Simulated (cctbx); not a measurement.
## Interatomic vectors of EuMgNiS4

Space group Cmcm (no. 63), a = 6.1700 Å, b = 14.1880 Å, c = 6.4210 Å, α = 90.00°, β = 90.00°, γ = 90.00°, content Eu4 Ni4 S16 Mg4.

The data are simulated with cctbx, not measured: Cu Kα, λ = 1.54184 Å, to d = 0.8 Å, 70 % of the full sphere, strongest reflection 40000 counts, noise from counting, a 1.5 % proportional error and a noise floor of 8 counts (s.d.); no absorption.

Patterson synthesis from sharpened amplitudes, origin scaled to 1000:

```text
Patterson group C m m m
      u       v       w   height  length (A)
  0.000   0.000   0.000   1000.0     0.00
  0.000   0.500   0.500    378.2     7.79
  0.000   0.224   0.500    368.9     4.51
  0.000   0.500   0.000    281.0     7.09
  0.000   0.137   0.500    239.0     3.75
  0.000   0.185   0.000    233.0     2.62
  0.000   0.359   0.000    228.7     5.09
  0.251   0.143   0.249    219.3     3.01
  0.000   0.304   0.500    182.1     5.37
  0.000   0.029   0.500    176.7     3.24
  0.243   0.000   0.249     87.3     2.19
  0.000   0.279   0.000     81.8     3.96
  0.191   0.000   0.000     49.8     1.18
  0.047   0.069   0.084     43.0     1.16
```

**Question.** Which atom pairs make the peaks, and where is the heaviest atom?

A peak at u stands for all pairs with xi − xj = u, with weight Σ ZiZj against Σ Z² = 23684 at the origin. Peak heights follow these weights only roughly, since form factors, motion and series ripples differ, all vectors within 0.55 Å of a peak are counted as merged into it though the farther ones add only part of their weight, and F(000) is left out, which lowers the whole map:

| u | v | w | shortest length (Å) | height | 1000 ΣZiZj/ΣZ² | pairs in the cell |
| --- | --- | --- | --- | --- | --- | --- |
| 0.000 | 0.500 | 0.500 | 4.45 | 378 | 561 | 8 × Eu–Mg, 16 × S–S, 4 × Ni–Ni |
| 0.000 | 0.224 | 0.500 | 4.52 | 369 | 369 | 2 × Eu–Eu, 2 × S–S, 2 × Mg–Mg |
| 0.000 | 0.500 | 0.000 | 3.08 | 281 | 492 | 8 × Eu–S, 8 × S–S, 8 × S–Mg |
| 0.000 | 0.137 | 0.500 | 3.75 | 239 | 376 | 4 × Eu–Ni, 4 × Ni–Mg, 2 × S–S |
| 0.000 | 0.185 | 0.000 | 2.62 | 233 | 354 | 4 × Eu–S, 8 × Ni–S, 4 × S–Mg |
| 0.000 | 0.359 | 0.000 | 3.68 | 229 | 398 | 4 × Eu–Ni, 4 × Ni–Mg, 4 × S–S |
| 0.251 | 0.143 | 0.249 | 3.01 | 219 | 289 | 4 × Eu–S, 8 × S–S, 4 × S–Mg |
| 0.000 | 0.304 | 0.500 | 5.25 | 182 | 278 | 4 × Eu–S, 4 × Ni–S, 4 × S–Mg |
| 0.000 | 0.029 | 0.500 | 3.24 | 177 | 289 | 4 × Eu–S, 8 × S–S, 4 × S–Mg |
| 0.243 | 0.000 | 0.249 | 2.19 | 87 | 151 | 8 × Ni–S |

The table stops at ten peaks or at a height of 45, below which ripples compete. In the model behind the data Eu, the heaviest element, has 1 independent site: (1/2, 0.6125, 1/4), up to an allowed shift of origin; the Eu–Eu vectors are differences of these positions and their symmetry mates. The whole model:

```csv
atom,mult.,x,y,z,Ueq (Å²)
Eu1,4,1/2,0.6125,1/4,0.0179
Ni1,4,1/2,0.7477,3/4,0.0322
S1,8,3/4,3/4,0,0.0203
S2,4,1/2,0.9050,3/4,0.0209
S3,4,0,0.9221,1/4,0.0197
Mg1,4,0,0.6093,3/4,0.0411
```

The model is made up (kin elements in a known structure type, no relaxation), so it says nothing on whether the phase exists.

[Logs are printed without paths, hosts, clocks, repeated set-up lines and the standing remarks that a program may print on its own settings, such as how far it seeks lower states.]
